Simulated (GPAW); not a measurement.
# STM contrast on Li/Ta(100), part 2 of 2

Aim: Tersoff-Hamann images of Li/Ta(100) at several biases.

GPAW 26.7.0; GPAW, PAW setups; slab in vacuum, relaxation (the session's first sound run).

So far. Step 2 (Relaxation): The relaxation lowered the energy of the cell by 0.102 eV (energies extrapolated to zero smearing; the optimiser's log prints free energies). The largest force left on a free atom is 0.021 eV/Å.

## 3. Plane waves, PBE (continued)

Table of pseudo valence density, planar mean by z:

| z (Å) | pseudo valence density, planar mean (e/Å³) |
| --- | --- |
| 4.5 | 8.3e-5 |
| 5.0 | 2.4e-4 |
| 5.5 | 6.9e-4 |
| 6.0 | 0.00193 |
| 6.5 | 0.00552 |
| 7.0 | 0.0150 |
| 7.5 | 0.0395 |
| 8.0 | 0.125 |
| 8.5 | 0.479 |
| 9.0 | 1.07 |
| 9.5 | 0.580 |
| 10.0 | 0.472 |
| 10.5 | 1.01 |
| 11.0 | 0.768 |
| 11.5 | 0.417 |
| 12.0 | 0.812 |
| 12.5 | 0.959 |
| 13.0 | 0.426 |
| 13.5 | 0.570 |
| 14.0 | 1.09 |
| 14.5 | 0.637 |
| 15.0 | 0.637 |
| 15.5 | 1.07 |
| 16.0 | 0.469 |
| 16.5 | 0.154 |
| 17.0 | 0.0827 |
| 17.5 | 0.0405 |
| 18.0 | 0.0352 |
| 18.5 | 0.0187 |
| 19.0 | 0.00925 |
| 19.5 | 0.00415 |
| 20.0 | 0.00170 |
| 20.5 | 6.5e-4 |
| 21.0 | 2.5e-4 |
| 21.5 | 9.3e-5 |

Tip height over the top atom over a1 and a2. Sample bias -0.5 V, constant current at the mean current 3.5 Å over the top atom.

Ten even steps from '_' (3.478 Å) to '@' (3.514 Å):
```
@@@@@@%%%%####******####%%%%@@@@
@@@@%%%%####**********####%%%%@@
%%%%%%%%##**++++++++++**##%%%%%%
%%%%####**++==------==++**####%%
%%####**++----::::::----++**####
####**++==--..........--==++**##
##****++--::..______..::--++****
##****++--::..______..::--++****
##****++--::..______..::--++****
####**++==--..........--==++**##
%%####**++----::::::----++**####
%%%%####**++==------==++**####%%
%%%%%%%%##**++++++++++**##%%%%%%
@@@@%%%%####**********####%%%%@@
@@@@@@%%%%####******####%%%%@@@@
@@@@@@%%%%%%##########%%%%%%@@@@
```
Columns: a1 from 0 to 0.938; rows upwards: a2 from 0 to 0.938.

Local density of states summed over the bias window over a1 and a2. Sample bias -0.5 V, constant height 3.5 Å over the top atom.

Ten even steps from '_' (6.92 × 1e-5 arbitrary) to '@' (7.36 × 1e-5 arbitrary):
```
@@@@@@%%%%######**######%%%%@@@@
@@@@@@%%####**********####%%@@@@
@@%%%%####**++++==++++**####%%%%
%%%%####**====------====**####%%
%%####**==--::::::::::--==**####
####**++==::::......::::==++**##
####**++--::..______..::--++**##
##****==--::..______..::--==****
####**++--::..______..::--++**##
####**++==::::......::::==++**##
%%####**==--::::::::::--==**####
%%%%####**====------====**####%%
@@%%%%####**++++==++++**####%%%%
@@@@@@%%####**********####%%@@@@
@@@@@@%%%%######**######%%%%@@@@
@@@@@@@@%%%%##########%%%%@@@@@@
```
Columns: a1 from 0 to 0.938; rows upwards: a2 from 0 to 0.938.

Tip height over the top atom over a1 and a2. Sample bias 0.5 V, constant current at the mean current 3.5 Å over the top atom.

Ten even steps from '0' (3.37 Å) to '9' (3.59 Å):
```
9998876656678899
9998766555667899
8887655444556788
8876543333345678
7765432222234567
6665321111123566
6654321000123456
6554321000123455
6654321000123456
6665321111123566
7765432222234567
8876543333345678
8887655444556788
9998766555667899
9998876656678899
9998876666678899
```
Columns: a1 from 0 to 0.938; rows upwards: a2 from 0 to 0.938.

Local density of states summed over the bias window over a1 and a2. Sample bias 0.5 V, constant height 3.5 Å over the top atom.

Ten even steps from '_' (4.40 × 1e-5 arbitrary) to '@' (6.71 × 1e-5 arbitrary):
```
@@@@@@%%##****++++++****##%%@@@@
@@@@%%%%##**++======++**##%%%%@@
%%%%%%##**++====--====++**##%%%%
######**++==----::----==++**####
******++==--::......::--==++****
****++==--::....__....::--==++**
++++====--....______....--====++
++++==--::..__________..::--==++
++++====--....______....--====++
****++==--::....__....::--==++**
******++==--::......::--==++****
######**++==----::----==++**####
%%%%%%##**++====--====++**##%%%%
@@@@%%%%##**++======++**##%%%%@@
@@@@@@%%##****++++++****##%%@@@@
@@@@@@%%##****++++++****##%%@@@@
```
Columns: a1 from 0 to 0.938; rows upwards: a2 from 0 to 0.938.

Force by atom:

| atom | x (eV/Å) | y (eV/Å) | z (eV/Å) | size |
| --- | --- | --- | --- | --- |
| Ta1 | 0.00 | 0.00 | 1.34 | 1.34 |
| Ta2 | 0.00 | 0.00 | -1.39 | 1.39 |
| Ta3 | 0.00 | 0.00 | 0.06 | 0.06 |
| Ta4 | 0.00 | 0.00 | -0.02 | 0.02 |
| Ta5 | 0.00 | 0.00 | 0.01 | 0.01 |
| Li6 | 0.00 | 0.00 | 0.00 | 0.00 |

The potential is flat to 6.8e-5 eV/Å where it is read, so the vacuum is wide enough.

## 4. What came out

```json
{
  "work function, upper and lower face": "3.059 and 3.966 eV",
  "dipole along the normal": "0.0549 e Å",
  "corrugation at -0.5 V": "0.0363 Å",
  "corrugation at 0.5 V": "0.226 Å"
}
```

**Reading.** The corrugation at constant current is largest at 0.5 V, where the tip height varies by 0.23 Å over the cell. Negative sample bias images filled states, positive bias empty ones. The two faces differ by 0.91 eV, the step that the slab's dipole makes (e p/(ε0 A) gives 0.91 eV), so the dipole layer is needed. The images are of Tersoff-Hamann type: an s-wave tip, no tip-sample forces, heights closer than in a microscope. The cell of 11.0 Å² holds one Li, started on one chosen site; other sites and coverages weren't tried. The in-plane lattice was kept as typed, which isn't the functional's own and leaves some strain; spin-orbit coupling and temperature are left out.

[Logs are printed without paths, hosts, clocks, repeated set-up lines and the standing remarks that a program may print on its own settings, such as how far it seeks lower states.]

[Hosts, paths, dates, database ids (printed as entryN), source tags and the programs' standing remarks are cut or masked in the printed files.]
